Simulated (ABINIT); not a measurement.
# A GW chain in ABINIT: CaAlSiH (P3m1), part 2 of 2

Aim: the G0W0 gap of CaAlSiH (P3m1) on PBEsol, step by step.

ABINIT 10.8.3; PBEsol and many-body steps on it, plane waves. Known limits of the many-body steps: not at the basis limit; coarse k mesh.

So far. Step 2 (Ground state): The gap is indirect, with the least direct gap 0.93 eV higher. Step 3 (Empty states on the mesh, 3×3×4 mesh, 59 bands): On this mesh the gap is 0.573 eV. The earlier step found 0.289 eV, so this mesh misses an edge.

## (4) Screening, 3×3×4 mesh, 55 bands, screening to 106.1 eV

The RPA dielectric matrix is built and inverted for each q.

This step: RPA screening on PBEsol, plane waves, norm-conserving pseudopotentials.

File run.abi:

```
acell 3*1.0 Angstrom
rprim 
  4.143280229474 0.000000000031 0.000000000000
  -2.071640114764 3.588185933707 0.000000000000
  0.000000000000 0.000000000000 4.698226000000
ntypat 4
znucl 20 13 14 1
natom 4
typat 1 2 3 4
xred 
  0.000000000000 0.000000000000 0.999921000000
  0.666666666667 0.333333333333 0.457112000000
  0.333333333333 0.666666666667 0.565892000000
  0.666666666667 0.333333333333 0.083775000000
pp_dirpath "pseudos"
pseudos "Ca.upf, Al.upf, Si.upf, H.upf"
ecut 32
ngkpt 3 3 4
nshiftk 1
shiftk 0 0 0
kptopt 1
chksymbreak 0
istwfk *1
occopt 1
irdwfk 1
optdriver 3
nband 55
ecuteps 3.9
inclvkb 2
awtr 1
symchi 1
indata_prefix "in"
outdata_prefix "out"
tmpdata_prefix "tmp"
```

On the command line:

```console
$ OMP_NUM_THREADS=1 mpirun -n 4 abinit run.abi > log
```

Numbers of over 12 decimals in the logs are rounded to 6 here.

The program printed:

```text
.Version 10.8.3 of ABINIT. v10.8.2 released Aug 2026.

 Symmetries : space group P3 m 1 (#156); Bravais hP (primitive hexag.)
[... echo of the input left out ...]
== DATASET  1 ==================================================================
-   mpi_nproc: 4, omp_nthreads: 1 (-1 if OMP is not activated)

--- !DatasetInfo
iteration_state: {dtset: 1, }
dimensions: {natom: 4, nkpt: 10, mband: 55, nsppol: 1, nspinor: 1, nspden: 1, mpw: 4092, }
cutoff_energies: {ecut:  32.0, pawecutdg:  -1.0, }
electrons: {nelect:   1.80000000E+01, charge:   0.00000000E+00, occopt:   1.00000000E+00, tsmear:   1.00000000E-02, }

 SCREENING: Calculation of the susceptibility and dielectric matrices

 Based on a program developped by R.W. Godby, V. Olevano, G. Onida, and L. Reining.
 Incorporated in ABINIT by V. Olevano, G.-M. Rignanese, and M. Torrent.
.Using double precision arithmetic ; gwpc =  8

[... cell and pseudopotentials left out ...]
--------------------------------------------------------------------------------

 ==== K-mesh for the wavefunctions ====
 Number of points in the irreducible wedge :    10
[... list of points left out ...]
 Together with  6 symmetry operations and time-reversal symmetry
 yields    36 points in the full Brillouin Zone.

 ==== Q-mesh for the screening function ====
 Number of points in the irreducible wedge :    10
[... list of points left out ...]
 Together with  6 symmetry operations and time-reversal symmetry
 yields    36 points in the full Brillouin Zone.

 setmesh: FFT mesh size selected  =    24x   24x   32
          total number of points  =        18432

 vcoul_init : cutoff-mode = AUXILIARY_FUNCTION
 q-points for optical limit:   1
     1)      0.000010    0.000020    0.000030

- screening: taking advantage of time-reversal symmetry
- Maximum band index for partially occupied states nbvw = 9
- Remaining bands to be divided among processors   nbcw = 46
- Number of bands treated by each node ~11

 Number of electrons calculated from density =   18.0000; Expected =   18.0000
 average of density, n =  0.038188
 r_s =    1.8422
 omega_plasma =   18.8502 [eV]

 calculating chi0 at frequencies [eV] :
  1    0.000000E+00    0.000000E+00
  2    0.000000E+00    1.885024E+01

--------------------------------------------------------------------------------
  q-point number  1        q = ( 0.000000, 0.000000, 0.000000) [r.l.u.]
--------------------------------------------------------------------------------
[... chi0 elements left out ...]
 For q-point:  0.000010 0.000020 0.000030
  dielectric constant =  21.4166
  dielectric constant without local fields =  24.2275

  Average fulfillment of the sum rule on Im[epsilon] for q-point    1 :     61.40  [%]
[... wings left out ...]
  q-point number  2        q = ( 0.333333, 0.000000, 0.000000) [r.l.u.]
--------------------------------------------------------------------------------
[... chi0 elements left out ...]
  Average fulfillment of the sum rule on Im[epsilon] for q-point    2 :     70.55  [%]

 [... 8 further q-points ...]
```

The job ended after 9.5 s (4 MPI ranks of Arm Neoverse V2, shared host; peak memory 0.66 GiB; 38 s of CPU time).

This step gave:

| Quantity | Value |
| --- | --- |
| ε∞ with local fields, on this mesh, along the program's q direction | 21.42 |
| the same without local fields | 24.23 |
| plasma frequency | 18.85 eV |
| plane waves in the screening matrix | 163 |

Local fields lower ε∞ by 12 %. On a Γ-centred mesh this coarse the value itself is usually too large, while a short band sum pulls it down.

## (5) Self-energy, 3×3×4 mesh, 55 bands, screening to 106.1 eV

The self-energy is evaluated for the states that the input lists, and the levels follow from it, in one-shot runs by the linearised quasiparticle equation.

This step: G0W0 on PBEsol, plane waves, norm-conserving pseudopotentials.

run.abi, as its differences from that of step 4:

```diff
@@ -25,8 +25,19 @@
 irdwfk 1
-optdriver 3
+optdriver 4
 nband 55
+gwcalctyp 0
+ecutsigx 32
+symsigma 1
+nkptgw 3
+kptgw 
+  0.0000000000 0.0000000000 0.5000000000
+  -0.3333333333 0.0000000000 0.2500000000
+  0.0000000000 0.0000000000 0.0000000000
+bdgw 
+  7 11
+  8 11
+  8 12
 ecuteps 3.9
-inclvkb 2
-awtr 1
-symchi 1
+irdscr 1
+ppmodel 1
 indata_prefix "in"
```

The program printed:

```text
.Version 10.8.3 of ABINIT. v10.8.2 released Aug 2026.

 Symmetries : space group P3 m 1 (#156); Bravais hP (primitive hexag.)
[... echo of the input left out ...]
== DATASET  1 ==================================================================
-   mpi_nproc: 4, omp_nthreads: 1 (-1 if OMP is not activated)

--- !DatasetInfo
iteration_state: {dtset: 1, }
dimensions: {natom: 4, nkpt: 10, mband: 55, nsppol: 1, nspinor: 1, nspden: 1, mpw: 4092, }
cutoff_energies: {ecut:  32.0, pawecutdg:  -1.0, }
electrons: {nelect:   1.80000000E+01, charge:   0.00000000E+00, occopt:   1.00000000E+00, tsmear:   1.00000000E-02, }

 SIGMA: Calculation of the GW corrections

 Based on a program developped by R.W. Godby, V. Olevano, G. Onida, and L. Reining.
 Incorporated in ABINIT by V. Olevano, G.-M. Rignanese, and M. Torrent.
.Using double precision arithmetic ; gwpc =  8

[... cell and pseudopotentials left out ...]
--------------------------------------------------------------------------------

 ==== K-mesh for the wavefunctions ====
 Number of points in the irreducible wedge :    10
[... list of points left out ...]
 Together with  6 symmetry operations and time-reversal symmetry
 yields    36 points in the full Brillouin Zone.

 ==== Q-mesh for screening function ====
 Number of points in the irreducible wedge :    10
[... list of points left out ...]
 Together with  6 symmetry operations and time-reversal symmetry
 yields    36 points in the full Brillouin Zone.

 vcoul_init : cutoff-mode = AUXILIARY_FUNCTION
 q-points for optical limit:   1
     1)      0.000010    0.000020    0.000030
 setmesh: FFT mesh size selected  =    36x   36x   45
          total number of points  =        58320

 Number of electrons calculated from density =   18.0000; Expected =   18.0000
 average of density, n =  0.038188
 r_s =    1.8422
 omega_plasma =   18.8502 [eV]

 === KS Band Gaps ===
  >>>> For spin  1
   Minimum direct gap =   1.3645 [eV], located at k-point      :   0.0000  0.0000  0.5000
   Fundamental gap    =   0.5729 [eV], Top of valence bands at :   0.0000  0.0000  0.5000
                                       Bottom of conduction at :  -0.3333  0.0000  0.2500
 SIGMA fundamental parameters:
 PLASMON POLE MODEL  1
 number of plane-waves for SigmaX                 4055
 number of plane-waves for SigmaC and W            163
 number of plane-waves for wavefunctions          4055
 number of bands                                    55
 number of independent spin polarizations            1
 number of spinorial components                      1
 number of k-points in IBZ                          10
 number of q-points in IBZ                          10
 number of symmetry operations                       6
 number of k-points in BZ                           36
 number of q-points in BZ                           36
 number of frequencies for dSigma/dE                 9
 frequency step for dSigma/dE [eV]                0.25
 number of omega for Sigma on real axis              0
 max omega for Sigma on real axis  [eV]           0.00
 zcut for avoiding poles [eV]                     0.10

 EPSILON^-1 parameters (SCR file):
 dimension of the eps^-1 matrix on file            163
 dimension of the eps^-1 matrix used               163
 number of plane-waves for wavefunctions          4055
 number of bands                                    55
 number of q-points in IBZ                          10
 number of frequencies                               2
 number of real frequencies                          1
 number of imag frequencies                          1

 matrix elements of self-energy operator (all in [eV])

 Perturbative Calculation

--- !SelfEnergy_ee
iteration_state: {dtset: 1, }
kpoint     : [   0.000,    0.000,    0.500, ]
spin       : 1
KS_gap     :    1.365
QP_gap     :    2.286
Delta_QP_KS:    0.922
data: !SigmaeeData |
     Band     E0 <VxcDFT>   SigX SigC(E0)      Z dSigC/dE  Sig(E)    E-E0       E
        7   5.143 -10.508 -12.057   1.331   0.759  -0.318 -10.674  -0.165   4.978
        8   5.143 -10.508 -12.057   1.331   0.759  -0.318 -10.674  -0.165   4.978
        9   5.611 -10.596 -11.761   1.061   0.766  -0.306 -10.675  -0.079   5.531
       10   6.975 -10.838  -6.035  -3.712   0.772  -0.295  -9.996   0.843   7.818
       11   6.975 -10.838  -6.035  -3.712   0.772  -0.295  -9.996   0.843   7.818

--- !SelfEnergy_ee
iteration_state: {dtset: 1, }
kpoint     : [  -0.333,    0.000,    0.250, ]
spin       : 1
KS_gap     :    1.658
QP_gap     :    2.253
Delta_QP_KS:    0.595
data: !SigmaeeData |
     Band     E0 <VxcDFT>   SigX SigC(E0)      Z dSigC/dE  Sig(E)    E-E0       E
        8   3.857 -10.184 -12.132   1.712   0.753  -0.328 -10.362  -0.178   3.678
        9   4.526 -10.017 -11.139   1.050   0.763  -0.311 -10.072  -0.055   4.470
       10   6.183  -9.651  -5.511  -3.443   0.774  -0.291  -9.111   0.540   6.723
       11   7.703 -10.350  -5.678  -3.794   0.774  -0.292  -9.671   0.679   8.382

--- !SelfEnergy_ee
iteration_state: {dtset: 1, }
kpoint     : [   0.000,    0.000,    0.000, ]
spin       : 1
KS_gap     :    2.393
QP_gap     :    2.988
Delta_QP_KS:    0.595
data: !SigmaeeData |
     Band     E0 <VxcDFT>   SigX SigC(E0)      Z dSigC/dE  Sig(E)    E-E0       E
        8   4.679 -10.437 -11.992   1.436   0.757  -0.320 -10.528  -0.090   4.589
        9   4.679 -10.437 -11.992   1.436   0.757  -0.320 -10.528  -0.090   4.589
       10   7.073  -9.680  -5.261  -3.762   0.769  -0.300  -9.175   0.505   7.577
       11   8.143  -9.888  -5.296  -3.874   0.769  -0.301  -9.336   0.552   8.695
       12   8.143  -9.888  -5.296  -3.874   0.769  -0.301  -9.336   0.552   8.695

== END DATASET(S) ==============================================================
================================================================================

 -outvars: echo values of variables after computation  --------
           etotal      0.0000000000E+00
            nband          55
             nkpt          10
          spgroup         156
 [... the other variables as echoed above ...]

 Calculation completed.
```

Wall time 6.2 s (4 MPI ranks); peak memory 0.6 GiB.

This step gave:

```
G0W0 gap on the points computed              : 1.192 eV
starting gap on the mesh                     : 0.5728 eV
k of the valence top                         : 0, 0, 0.5
k of the conduction bottom                   : -0.3333, 0, 0.25
Z at the valence top                         : 0.766
Z at the conduction bottom                   : 0.774
least direct G0W0 gap on the computed points : 2.253 eV
```

The gap on the mesh goes from 0.57 eV to 1.19 eV, a correction of +0.62 eV. The start differs from the 0.29 eV found before because the two sample other k points.

Limits: finite bands, cutoff and mesh; coarse k mesh. v1 is the top filled band, c1 the lowest empty one. Levels before and after the correction, in eV, zero at the valence-band top of each column:

```
           conduction bottom  valence top
Kohn-Sham               0.57         0.00
     G0W0               1.19         0.00
```

|  | level | energy (eV) |
| --- | --- | --- |
| Kohn-Sham | (0 0 0.5) v3-v2 | -0.467 |
| Kohn-Sham | (0 0 0.5) v1 | 0.000 |
| Kohn-Sham | (0 0 0.5) c1-c2 | 1.364 |
| Kohn-Sham | (-0.333 0 0.25) v2 | -1.754 |
| Kohn-Sham | (-0.333 0 0.25) v1 | -1.085 |
| Kohn-Sham | (-0.333 0 0.25) c1 | 0.573 |
| Kohn-Sham | (-0.333 0 0.25) c2 | 2.092 |
| G0W0 | (0 0 0.5) v3-v2 | -0.553 |
| G0W0 | (0 0 0.5) v1 | 0.000 |
| G0W0 | (0 0 0.5) c1-c2 | 2.287 |
| G0W0 | (-0.333 0 0.25) v2 | -1.853 |
| G0W0 | (-0.333 0 0.25) v1 | -1.061 |
| G0W0 | (-0.333 0 0.25) c1 | 1.192 |
| G0W0 | (-0.333 0 0.25) c2 | 2.851 |

## (6) Where the time went

Times are wall times on 4 MPI ranks of Arm Neoverse V2, shared host, good to a factor of about two.

| step | time | share | memory (GiB) |
| --- | --- | --- | --- |
| ground state | 14 s | 29 % | 0.36 |
| empty states on the mesh | 18 s | 38 % | 0.35 |
| screening | 9.5 s | 20 % | 0.66 |
| self-energy | 6.2 s | 13 % | 0.6 |

## (7) Outcome

```
PBEsol gap                           : 0.29 eV, indirect
G0W0 gap on the mesh                 : 1.19 eV
G0W0 gap over the zone (rigid shift) : 0.91 eV
GW settings                          : 3×3×4 mesh, 55 bands, screening to 106.1 eV, Godby-Needs plasmon pole
known limits                         : not at the basis limit; coarse k mesh
```

**Reading.** G0W0 moves the gap on the mesh from 0.57 eV to 1.19 eV (+0.62 eV), with Z of 0.77 and 0.77 at the edges. The mesh misses the band edges by 0.28 eV in all; a rigid shift gives 0.91 eV for the zone. Local fields lower the RPA ε∞ on this mesh from 24.23 to 21.42; a Γ-centred mesh this coarse tends to raise both, most where the direct gap is narrow, while a short band sum lowers them. Only 3 of the mesh's irreducible points were corrected, so a valley elsewhere could overtake. Bands and cutoff are finite, so the gap is not at the basis limit. The miss can reach some tenths of an eV and take either sign; the mesh is an error of its own. In the G0W0 run levels were corrected at 3 k points alone, so a gap called «on the mesh» is the least over those, and an edge elsewhere would be missed. A denser mesh or path gives a starting gap of 0.29 eV: the GW mesh misses a band edge, so its gaps are not the fundamental one. The 3×3×4 mesh is coarse for this cell, which bears on the long-range parts of exchange and screening.

[Paths, hosts, dates, memory and timing lines, banners, echoed tables and standing remarks are left out of the program output.]

[Logs are printed without paths, hosts, clocks, repeated set-up lines and the standing remarks that a program may print on its own settings, such as how far it seeks lower states.]

[Runs of the session that timed out or met a known fault of the program may be left out.]

[Hosts, paths, dates, database ids (printed as entryN), source tags and the programs' standing remarks are cut or masked in the printed files.]

[G0W0 gaps are taken among the corrected bands and points alone; a level outside them can change the order at an edge.]

[Where Ansatz stands beside ABINIT at settings called matched, ABINIT's density can come from a denser mesh and the files from another edition; pairs whose starting gaps differed by over 0.03 eV were left out, so agreement reads better than it is.]
